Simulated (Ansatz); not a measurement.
# Phonons of LuBPd3 (Pm-3m) against volume

Aim: how the phonons of LuBPd3 (Pm-3m) shift with volume, and the thermal expansion that follows.

Method: DFT PBEsol, scalar-relativistic, plane waves, PAW; PAW set soft_1, in Ansatz 0.2.0.

### Step 1. Starting point

Symmetry: Pm-3m, No. 221, cubic system. Conventional cell: a = 4.227 Å, b = 4.227 Å, c = 4.227 Å, α = 90.00°, β = 90.00°, γ = 90.00°. Nearest to Lu lie 12 Pd at 2.99 Å. Nearest to B lie 6 Pd at 2.11 Å. Nearest to Pd lie 2 B at 2.11 Å and 8 Pd at 2.99 Å and 4 Lu at 2.99 Å. Farther neighbours are not listed.

### Step 2. Phonons on a q mesh

The cell comes from relaxations at this level that are not shown. Stability and thermal properties need the whole zone. Linear response on a 4×4×4 q mesh gives force constants as far as a supercell of that size would.

input.yaml reads:

```yaml
crystal:
  lattice:
    - [4.2266727204, 0.0, 0.0]
    - [0.0, 4.2266727204, 0.0]
    - [0.0, 0.0, 4.2266727204]
  atoms:
    - { symbol: Lu, position: [0.0, 0.0, 0.0] }
    - { symbol: B, position: [0.5, 0.5, 0.5] }
    - { symbol: Pd, position: [0.0, 0.5, 0.5] }
    - { symbol: Pd, position: [0.5, 0.0, 0.5] }
    - { symbol: Pd, position: [0.5, 0.5, 0.0] }
kpoints:
  mp_grid: { grid: [8, 8, 8] }
hamiltonian:
  xc: pbesol
  pseudopotentials: { kind: paw, azcp: { folder: soft_1 }, xc_functional: pbe }
scf:
  occupations: { method: methfessel_paxton, width: 0.2 }
output:
  eigenvalues: true
phonons:
  method: dfpt
  qmesh: [4, 4, 4]
  temperatures: { t_max: 1000, t_step: 50 }
  qpath:
    path:
      - [[0.0, 0.0, 0.0], [0.0, 0.5, 0.0], [0.5, 0.5, 0.0], [0.0, 0.0, 0.0], [0.5, 0.5, 0.5], [0.0, 0.5, 0.0]]
      - [[0.5, 0.5, 0.5], [0.5, 0.5, 0.0]]
    npoints: 10
```

The run is started by

```
$ ansatz run input.yaml --threads 4 --pin off --max-ram 10240MiB --backend cpu --events-out ev --progress --plain --runs-dir out
```

Numbers of over 12 decimals in the logs are rounded to 6 here.

The log of the run:

```text
Engine: ansatz 0.2.0, aarch64-unknown-linux-gnu
Pseudopotentials: kind: paw
Pseudopotential: Lu, paw, valence charge 25, recommended cutoff 420 eV (normal), soft_1/Lu.paw.azcp
Pseudopotential: B, paw, valence charge 3, recommended cutoff 420 eV (normal), soft_1/B.paw.azcp
Pseudopotential: Pd, paw, valence charge 18, recommended cutoff 420 eV (normal), soft_1/Pd.paw.azcp
Functional definition: PBEsol
  exchange = pbesol_x
  correlation = pbesol_c
Crystal: 5 atoms, lattice volume = 75.509 Å³
Basis set: ecut = 420 eV, 1419 PW (Γ), exchange–correlation on 60×60×60 points (8 copies of the dense FFT grid, shifted against one another)
Bands: 50, of which v1, the nominal top of the filled ones, is band 41 counted from 1 (40 counted from 0)
Symmetry: 48 space group operations
k-points: 35 of 512
Non-local potential: Lu, projectors of the file, l = 0: 3, l = 1: 2, l = 2: 2, l = 3: 3
Non-local potential: B, projectors of the file, l = 0: 2, l = 1: 2, l = 2: 1
Non-local potential: Pd, projectors of the file, l = 0: 2, l = 1: 2, l = 2: 2, l = 3: 1
PAW form: soft (Blöchl's): semilocal exchange-correlation on the pseudo side does not see the compensation charge
PAW frozen core: Lu, regenerated for the run's functional, and the local potential with it (the file was generated under x = pbe(κ = 0.804, μ = 0.219515), c = pbe(β = 0.066725))
PAW frozen core: B, regenerated for the run's functional, and the local potential with it (the file was generated under x = pbe(κ = 0.804, μ = 0.219515), c = pbe(β = 0.066725))
PAW frozen core: Pd, regenerated for the run's functional, and the local potential with it (the file was generated under x = pbe(κ = 0.804, μ = 0.219515), c = pbe(β = 0.066725))
PAW one-centre angular grid: Lu, 590 points (default); XC on 64 Gauss nodes
PAW one-centre angular grid: B, 110 points (default); XC on 64 Gauss nodes
PAW one-centre angular grid: Pd, 590 points (default); XC on 64 Gauss nodes
Initial density: superposition of atomic densities (chi_scale 0.1, normalization cell, long waves kept (reshape's long-wave potential 0.00 eV rms))
Initial wavefunctions: pseudopotential atomic-orbital guess
Functional: x = pbesol(κ = 0.804, μ = 0.123457), c = pbesol(β = 0.046)
SCF iter   1: F=—  HF=-35517.304131 eV  |F-HF|=—  |Δ(HF+E_count)|=         —  Δρ=4.57e-1  dr2=2.91e2  ethr=3.10e-3  ⟨swp⟩=6.6  Hψ=7098  notcnv=0
preconditioner: auto → Kerker (q_TF=auto, 2.766 Å⁻¹)  [metal: Δε(μ)=0.005 eV  Ē_g=8.868 eV  σ=0.200 eV  W_gap=0.02  n_scr=26 (ndim 8)  ℏωp=30.2 eV  f_vac=0.000  D(μ)=7.17/eV (n_scr^D=80)]
SCF iter   2: F=—  HF=-35493.796378 eV  |F-HF|=—  |Δ(HF+E_count)|=    2.35e1  S|Δr|=    0.00e0  Δρ=1.60e-1  dr2=3.51e1  ethr=3.10e-3  ⟨swp⟩=4.6  Hψ=5198  notcnv=0  defer=39
SCF iter   3: F=—  HF=-35490.353368 eV  |F-HF|=—  |Δ(HF+E_count)|=    3.44e0  S|Δr|=    0.00e0  Δρ=6.60e-2  dr2=6.72e0  ethr=3.10e-3  ⟨swp⟩=3.7  Hψ=4466  notcnv=0  defer=55
SCF iter   4: F=—  HF=-35488.769748 eV  |F-HF|=—  |Δ(HF+E_count)|=    1.58e0  S|Δr|=    0.00e0  Δρ=4.25e-2  dr2=2.95e0  ethr=3.10e-3  ⟨swp⟩=3.7  Hψ=4607  notcnv=0  defer=70
SCF iter   5: F=—  HF=-35488.162219 eV  |F-HF|=—  |Δ(HF+E_count)|=   6.08e-1  S|Δr|=    0.00e0  Δρ=1.56e-2  dr2=3.31e-1  ethr=3.10e-3  ⟨swp⟩=3.1  Hψ=3205  notcnv=0  defer=71
SCF iter   6: F=—  HF=-35488.114315 eV  |F-HF|=—  |Δ(HF+E_count)|=   4.79e-2  S|Δr|=    0.00e0  Δρ=8.54e-3  dr2=1.48e-1  ethr=4.04e-4  ⟨swp⟩=2.2  Hψ=3285  notcnv=0  defer=70
SCF iter   7: F=—  HF=-35488.074815 eV  |F-HF|=—  |Δ(HF+E_count)|=   3.95e-2  S|Δr|=    0.00e0  Δρ=5.04e-3  dr2=4.80e-2  ethr=1.81e-4  ⟨swp⟩=2.0  Hψ=2504  notcnv=0  defer=70
SCF iter   8: F=—  HF=-35488.068733 eV  |F-HF|=—  |Δ(HF+E_count)|=   6.08e-3  S|Δr|=    0.00e0  Δρ=3.20e-3  dr2=2.00e-2  ethr=5.85e-5  ⟨swp⟩=1.3  Hψ=2097  notcnv=0  defer=77
SCF iter   9: F=—  HF=-35488.063588 eV  |F-HF|=—  |Δ(HF+E_count)|=   5.14e-3  S|Δr|=    0.00e0  Δρ=9.31e-4  dr2=1.70e-3  ethr=2.44e-5  ⟨swp⟩=2.0  Hψ=2672  notcnv=0  defer=77
SCF iter  10: F=—  HF=-35488.063083 eV  |F-HF|=—  |Δ(HF+E_count)|=   5.05e-4  S|Δr|=    0.00e0  Δρ=8.07e-5  dr2=4.94e-6  ethr=2.07e-6  ⟨swp⟩=2.0  Hψ=2983  notcnv=0  defer=78
[...]
SCF iter  13: F=—  HF=-35488.063076 eV  |F-HF|=—  |Δ(HF+E_count)|=   1.43e-9  S|Δr|=    0.00e0  Δρ=1.69e-6  dr2=2.12e-9  ethr=2.95e-11  ⟨swp⟩=2.1  Hψ=3130  notcnv=0  defer=78
SCF iter  14: F=—  HF=-35488.063076 eV  |F-HF|=—  |Δ(HF+E_count)|=  7.20e-10  S|Δr|=    0.00e0  Δρ=4.08e-7  dr2=1.60e-10  ethr=2.59e-12  ⟨swp⟩=2.2  Hψ=3205  notcnv=0  defer=78
SCF iter  15: F=—  HF=-35488.063076 eV  |F-HF|=—  |Δ(HF+E_count)|=  2.91e-11  S|Δr|=    0.00e0  Δρ=1.22e-7  dr2=1.38e-11  ethr=1.00e-12  ⟨swp⟩=2.6  Hψ=2815  notcnv=0  defer=78
SCF iter  16: F=-35488.063076 eV  HF=-35488.063076 eV  |F-HF|=0.00e0  |Δ(HF+E_count)|=  1.46e-11  S|Δr|=    0.00e0  Δρ=2.28e-8  dr2=3.79e-13  ethr=1.00e-12  ⟨swp⟩=16.3  Hψ=13542  notcnv=0
SCF 1 converged in 16 iterations: F = -35488.063076 eV  dr2 = 3.79e-13
  greatest PAW one-centre occupation: 0.999 electrons in one spin orbital (limit 2), on the Pd atom at site 3 (counted from 0), in its partial waves of l = 0
Initial density: read from a saved state, or passed on in memory by an earlier SCF of this step, an earlier step, the calling program or the single point that the run made first
iter 1 solved again at ethr=1.79e-8 eV; its pass at ethr=3.10e-3 eV (dr2=1.47e-5 eV) is discarded
SCF iter   1: F=—  HF=-35488.063073 eV  |F-HF|=—  |Δ(HF+E_count)|=         —  Δρ=5.27e-7  dr2=9.49e-11  ethr=1.79e-8  ⟨swp⟩=5.4  Hψ=15208  notcnv=0
eigensolver tolerance schedule: the retry pair's looser diagonalisation over-reported the residual by 154499.29 of it (diagonalisation noise at 8.18 of the residual, at the tolerance the schedule requests for it); recorded, not acted on — ethr = c·dr2/N_el stays at c = 1.0e-1
preconditioner: auto → Kerker (q_TF=auto, 2.766 Å⁻¹)  [metal: Δε(μ)=0.022 eV  Ē_g=10.404 eV  σ=0.200 eV  W_gap=0.09  n_scr=26 (ndim 8)  ℏωp=32.0 eV  f_vac=0.000  D(μ)=2.16/eV (n_scr^D=18)]
SCF iter   2: F=—  HF=-35488.063076 eV  |F-HF|=—  |Δ(HF+E_count)|=   3.05e-6  S|Δr|=    0.00e0  Δρ=3.44e-7  dr2=5.73e-11  ethr=1.00e-12  ⟨swp⟩=5.0  Hψ=6755  notcnv=0
SCF iter   3: F=—  HF=-35488.063076 eV  |F-HF|=—  |Δ(HF+E_count)|=  7.28e-12  S|Δr|=    0.00e0  Δρ=2.21e-7  dr2=2.24e-11  ethr=1.00e-12  ⟨swp⟩=1.0  Hψ=1751  notcnv=0
SCF iter   4: F=—  HF=-35488.063076 eV  |F-HF|=—  |Δ(HF+E_count)|=  1.46e-11  S|Δr|=    0.00e0  Δρ=1.53e-7  dr2=1.00e-11  ethr=1.00e-12  ⟨swp⟩=1.1  Hψ=1775  notcnv=0
SCF iter   5: F=-35488.063076 eV  HF=-35488.063076 eV  |F-HF|=0.00e0  |Δ(HF+E_count)|=    0.00e0  S|Δr|=    0.00e0  Δρ=7.93e-8  dr2=2.20e-12  ethr=1.00e-12  ⟨swp⟩=6.5  Hψ=6577  notcnv=0
SCF 2 converged in 5 iterations: F = -35488.063076 eV  dr2 = 2.20e-12
  greatest PAW one-centre occupation: 0.999 electrons in one spin orbital (limit 2), on the Pd atom at site 4 (counted from 0), in its partial waves of l = 0
phonons: the bands overlap, so this run is a metal and interpolates without the dipole-dipole term. If the crystal is really an insulator or semiconductor, its LO-TO splitting is missing
NSCF: frozen V_eff on 35 k-points
NSCF: frozen V_eff on 125 k-points
DFPT response loops at q = (0, 0, 0) (fractional): preconditioner auto → Kerker (q_TF=auto, 2.766 Å⁻¹) (partly filled bands, converged f_vac=0.000); β = 1.00, the filter's whole step (`scf.mixing.beta` (0.50) is not read by the response loops under this deck's `scf.mixing.preconditioner`; to damp them name `kerker` or `kerker_dos`, under which they read `scf.mixing.beta`, and type it under 1.00, their step now; both keys bind the ground state too); Broyden in place of MSR1
NSCF: frozen V_eff on 400 k-points
DFPT response loops at q = (0, 0, 0.25) (fractional): mixed as the last ones told, above
NSCF: frozen V_eff on 250 k-points
DFPT response loops at q = (0, 0, -0.5) (fractional): mixed as the last ones told, above
NSCF: frozen V_eff on 640 k-points
DFPT response loops at q = (0, 0.25, 0.25) (fractional): mixed as the last ones told, above
NSCF: frozen V_eff on 400 k-points
DFPT response loops at q = (0, 0.25, -0.5) (fractional): mixed as the last ones told, above
NSCF: frozen V_eff on 250 k-points
DFPT response loops at q = (0, -0.5, -0.5) (fractional): mixed as the last ones told, above
NSCF: frozen V_eff on 1024 k-points
DFPT response loops at q = (0.25, 0.25, 0.25) (fractional): mixed as the last ones told, above
NSCF: frozen V_eff on 640 k-points
DFPT response loops at q = (0.25, 0.25, -0.5) (fractional): mixed as the last ones told, above
NSCF: frozen V_eff on 400 k-points
DFPT response loops at q = (0.25, -0.5, -0.5) (fractional): mixed as the last ones told, above
NSCF: frozen V_eff on 250 k-points
DFPT response loops at q = (-0.5, -0.5, -0.5) (fractional): mixed as the last ones told, above
SCF converged after 16 iterations
Stability not checked: this state was not tested for a lower state beside it, because cold or Methfessel-Paxton smearing, or corrected tetrahedra, fill the levels in a way that the test cannot read (fill_not_monotonic; see scf.lower_state_search)
Free energy (F): -35488.063076 eV
Harris-Foulkes:  -35488.063076 eV  (|F-HF|=0.00e0)
Internal energy: -35488.071030 eV  (E = F + TS)
E sigma→0 (E₀):  -35488.065065 eV
Entropy (-TS):   0.007954 eV (1.591 meV/atom)
Fermi energy:    18.443947 eV
--- Per-component energies (eV) ---
  E_band       = -409.756903
  E_kinetic    = 1812.064525
  E_local      = -12230.534415  (includes V_loc(G=0)·N_el)
  E_nonlocal   = 1809.201314
  E_hartree    = 5011.208372
  E_xc         = -654.309130
  E_vxc        = -817.941775  (∫ρ·V_xc dr)
  E_paw        = -18609.807373  (= ΣΔE_a)
  E_vpaw       = -1004.963960  (= ΣTr[D̂ρ^β])
  E_aug_tail   = 0.000660  (compensation charges beyond the density's cutoff)
  E_ewald      = -12628.009153
  E_core_change = 2.114171  (= ΣΔE_core)
  E_smearing   = 0.007954  (= −TS)
  E_closure    = 0.000000  (closes the sum)
  Σ components = -35488.063076   (vs F -35488.063076, Δ=0.00e0)
--- Band table (eV; the first three rows and the last of 35) ---
  k-point 0: bands = [... 37 lower, 16.7648, 16.7648, 16.7930, 16.7930, 16.7930, 20.6005, 20.6005, 23.1814, ... 5 higher]
  k-point 1: bands = [... 37 lower, 16.6564, 16.6992, 16.7650, 17.5860, 17.5860, 20.5640, 20.8898, 22.6326, ... 5 higher]
  k-point 2: bands = [... 37 lower, 16.2796, 16.4286, 16.7655, 18.2970, 18.2970, 20.4645, 21.3604, 21.8679, ... 5 higher]
  k-point 34: bands = [... 37 lower, 16.6273, 16.6273, 18.4629, 18.4629, 18.4629, 18.8965, 18.8965, 18.8965, ... 5 higher]
--- Phonons (Γ-DFPT): 4 representative perturbations + reference (Σ response iterations 14) ---
  ASR residual: 1.946e-5 → 0.000e0 eV/Å²; symmetrization residual: 2.274e-6 eV/Å²
  ASR residual per site (eV/Å²): 1.95e-5 1.08e-5 1.41e-5 1.41e-5 1.41e-5
  Γ frequencies (cm⁻¹): 0.00 0.00 0.00 39.10 39.10 39.10 83.20 83.20 83.20 107.49 107.49 107.49 492.16 492.16 492.16
--- Phonons (arbitrary-q DFPT): 10 irreducible q on the 4×4×4 mesh ---
  q = [0.0000, 0.0000, 0.0000] (star 1, of the zone-centre solve; hermiticity 3.59e-7, symmetrization 3.75e-12): -0.00 -0.00 0.00 39.10 39.10 39.10 83.20 83.20 83.20 107.49 107.49 107.49 492.16 492.16 492.16
  q = [0.0000, 0.0000, 0.2500] (star 6, 9 solved perturbations in 1560 linear systems a pass and spin channel, the states on 200 of 512 k-point pairs; hermiticity 4.05e-7, symmetrization 2.99e-12): 10.20 10.20 42.87 42.87 50.49 75.16 81.58 81.58 104.19 104.19 107.34 140.22 489.23 489.23 535.26
  q = [0.0000, 0.0000, -0.5000] (star 3, 9 solved perturbations in 975 linear systems a pass and spin channel, the states on 125 of 512 k-point pairs; hermiticity 3.68e-7, symmetrization 5.44e-12): -51.19 -51.19 40.00 40.00 54.52 54.75 87.07 87.07 94.39 94.39 103.82 177.66 486.87 486.87 581.00
  q = [0.0000, 0.2500, 0.2500] (star 12, 9 solved perturbations in 2460 linear systems a pass and spin channel, the states on 320 of 512 k-point pairs; hermiticity 3.70e-7, symmetrization 3.09e-13): -9.13 13.60 45.06 45.17 55.88 68.72 76.89 97.50 100.49 103.30 122.88 157.80 485.22 535.01 538.75
  q = [0.0000, 0.2500, -0.5000] (star 12, 15 solved perturbations on 200 of 512 k-point pairs; hermiticity 3.51e-7, symmetrization 7.54e-14): -42.70 -20.95 38.52 49.29 55.09 59.61 75.36 91.16 101.34 105.53 130.33 188.61 482.48 540.30 587.20
  q = [0.0000, -0.5000, -0.5000] (star 3, 9 solved perturbations in 975 linear systems a pass and spin channel, the states on 125 of 512 k-point pairs; hermiticity 4.04e-7, symmetrization 6.86e-13): 25.02 25.02 28.82 28.82 61.55 65.71 86.93 91.94 101.27 101.27 147.76 209.53 477.60 592.75 592.75
  q = [0.2500, 0.2500, 0.2500] (star 8, 4 solved perturbations in 1376 linear systems a pass and spin channel, the states on 512 of 512 k-point pairs; hermiticity 1.08e-7, symmetrization 1.50e-12): -16.45 -16.45 44.79 65.49 70.87 70.87 94.78 102.77 102.77 126.91 126.91 173.00 536.60 536.60 541.25
  q = [0.2500, 0.2500, -0.5000] (star 12, 9 solved perturbations in 2460 linear systems a pass and spin channel, the states on 320 of 512 k-point pairs; hermiticity 2.30e-7, symmetrization 1.44e-12): -30.52 38.13 48.55 48.94 64.53 73.76 98.97 105.79 107.18 130.76 136.84 197.16 537.71 544.95 591.00
  q = [0.2500, -0.5000, -0.5000] (star 6, 9 solved perturbations in 1560 linear systems a pass and spin channel, the states on 200 of 512 k-point pairs; hermiticity 2.13e-7, symmetrization 8.47e-13): -3.25 -3.25 43.66 43.66 55.06 59.28 106.97 106.97 110.77 136.01 149.21 215.56 537.71 593.15 593.15
  q = [-0.5000, -0.5000, -0.5000] (star 1, 4 solved perturbations in 350 linear systems a pass and spin channel, the states on 125 of 512 k-point pairs; hermiticity 3.67e-8, symmetrization 1.17e-11): 37.53 37.53 37.53 54.22 54.22 54.22 113.76 113.76 113.76 152.88 152.88 231.01 600.83 600.83 600.83
  sum rule: each row above includes the acoustic sum rule's correction from the zone centre's row sums; it moved no ω² by more than (0.52 cm⁻¹)²
  mesh force constants: q→R imaginary residual 6.17e-19; ASR residual 1.946e-5 → 0.000e0 eV/Å²; symmetrization residual 1.243e-14 eV/Å²
  interpolated dispersion: 62 rows × 15 modes
  density of states and harmonic sums: on the 16×16×16 q-mesh, interpolated from the force constants of a 4×4×4 supercell (no non-analytic term)
  largest difference from the sums on the solved wave vectors: F 8.81e-2 eV, S 1.15e-4 and C_V 2.70e-5 eV/K
  zero-point energy: 0.159217 eV/cell   skipped modes (ω ≤ 0): 160, of them read as no rigid motion or as one in doubt: 157 (1.014e0 modes/cell left out, lowest -51.77 cm⁻¹)   left out of the sums: 6.77e-2 of the cell's modes: C_V's classical limit lies that fraction below 3 k_B per atom; for a crystal, a wire or a layer, F and S can be off by more, and a phonons.interpolated_qmesh denser along its periods is the remedy for the sampling
```

Elapsed: 34 min, on 4 threads of Arm Neoverse V1, shared host; peak memory 4.4 GiB; 2.2 h of CPU time.

Numbers from this step:

| Property | Result |
| --- | --- |
| volume per atom | 15.10 Å³ |
| gap on the k-mesh | 0 eV |
| sum-rule residual before enforcement | 1.95e-5 eV/Å² |
| lowest frequency on the path | -51.63 cm⁻¹ |
| point group | m-3m |
| highest frequency on the path or at a solved wavevector | 600.8 cm⁻¹ |
| highest optical mode at the zone centre (no LO-TO term) | 492.2 cm⁻¹ |
| lowest optical zone-centre mode | 39.1 cm⁻¹ |
| lowest mode on the q mesh (acoustic modes at Γ apart) | -51.19 cm⁻¹ |

Frequencies (cm⁻¹) solved at each irreducible wavevector; negative means imaginary. Frequencies by wavevector, by row:

| q in reciprocal lattice units | star | mode 1 | mode 2 | mode 3 | mode 4 | mode 13 | mode 14 | mode 15 |
| --- | --- | --- | --- | --- | --- | --- | --- | --- |
| 0 0 0 | 1 | 0 | 0 | 0 | 39.1 | 492.2 | 492.2 | 492.2 |
| 0 0 0.25 | 6 | 10.2 | 10.2 | 42.9 | 42.9 | 489.2 | 489.2 | 535.3 |
| 0 0 -0.5 | 3 | -51.2 | -51.2 | 40 | 40 | 486.9 | 486.9 | 581 |
| 0 0.25 0.25 | 12 | -9.1 | 13.6 | 45.1 | 45.2 | 485.2 | 535 | 538.8 |
| 0 0.25 -0.5 | 12 | -42.7 | -20.9 | 38.5 | 49.3 | 482.5 | 540.3 | 587.2 |
| 0 -0.5 -0.5 | 3 | 25 | 25 | 28.8 | 28.8 | 477.6 | 592.8 | 592.8 |
| 0.25 0.25 0.25 | 8 | -16.4 | -16.4 | 44.8 | 65.5 | 536.6 | 536.6 | 541.2 |
| 0.25 0.25 -0.5 | 12 | -30.5 | 38.1 | 48.5 | 48.9 | 537.7 | 545 | 591 |
| 0.25 -0.5 -0.5 | 6 | -3.2 | -3.2 | 43.7 | 43.7 | 537.7 | 593.1 | 593.1 |
| -0.5 -0.5 -0.5 | 1 | 37.5 | 37.5 | 37.5 | 54.2 | 600.8 | 600.8 | 600.8 |

Symmetry leaves 10 wavevectors to solve. The lowest mode among them, the acoustic zeros apart, lies at q = (0, 0, -0.5) and is imaginary, 51.2i cm⁻¹, so the energy falls along it.

### Step 3. Relaxing at another volume, volume ratio 0.97

The volume is scaled by 0.97 and held; symmetry leaves nothing to relax, so this is a single point. The modes can then be followed against volume.

input.yaml, the sections that differ from step 2:

```yaml
crystal:
  lattice:
    - [4.1839761374, 0.0, 0.0]
    - [0.0, 4.1839761374, 0.0]
    - [0.0, 0.0, 4.1839761374]
  atoms:
    - { symbol: Lu, position: [0.0, 0.0, 0.0] }
    - { symbol: B, position: [0.5, 0.5, 0.5] }
    - { symbol: Pd, position: [0.0, 0.5, 0.5] }
    - { symbol: Pd, position: [0.5, 0.0, 0.5] }
    - { symbol: Pd, position: [0.5, 0.5, 0.0] }
output:
  forces: true
  stress: true
  eigenvalues: true
# kpoints, hamiltonian, scf: as in step 2
# phonons: removed
```

The log of the run:

```text
[...]
Crystal: 5 atoms, lattice volume = 73.243 Å³
Basis set: ecut = 420 eV, 1365 PW (Γ), exchange–correlation on 60×60×60 points (8 copies of the dense FFT grid, shifted against one another)
Bands: 50, of which v1, the nominal top of the filled ones, is band 41 counted from 1 (40 counted from 0)
Symmetry: 48 space group operations
[...]
k-points: 35 of 512
[...]
k-point 0: bands = [... 37 lower, 17.4267, 17.4267, 17.4406, 17.4406, 17.4406, 21.3750, 21.3750, 24.0242, ... 5 higher]
  k-point 1: bands = [... 37 lower, 17.3231, 17.3496, 17.4408, 18.2672, 18.2672, 21.3335, 21.6649, 23.4375, ... 5 higher]
  k-point 2: bands = [... 37 lower, 16.9309, 17.0823, 17.4413, 18.9988, 18.9988, 21.2210, 22.1419, 22.6302, ... 5 higher]
  k-point 34: bands = [... 37 lower, 17.2940, 17.2940, 19.1608, 19.1608, 19.1608, 19.6419, 19.6419, 19.6419, ... 5 higher]
[key lines of the parts left out:]
SCF converged after 12 iterations
Free energy (F): -35488.025491 eV
Fermi energy:    19.164802 eV
P = ⅓ Tr σ = 5.4719 GPa (54.719 kbar)
```

Run time: 3.4 s. Hardware: 4 threads; peak memory 0.45 GiB.

This step gave:

| Item | Value |
| --- | --- |
| pressure | 5.472 GPa |
| volume per atom | 14.65 Å³ |

The run ends at a pressure of 5.47 GPa.

(Part 1 of 2 ends here.)

[Logs are printed without paths, hosts, clocks, repeated set-up lines and the standing remarks that a program may print on its own settings, such as how far it seeks lower states.]

[Hosts, paths, dates, database ids (printed as entryN), source tags and the programs' standing remarks are cut or masked in the printed files.]
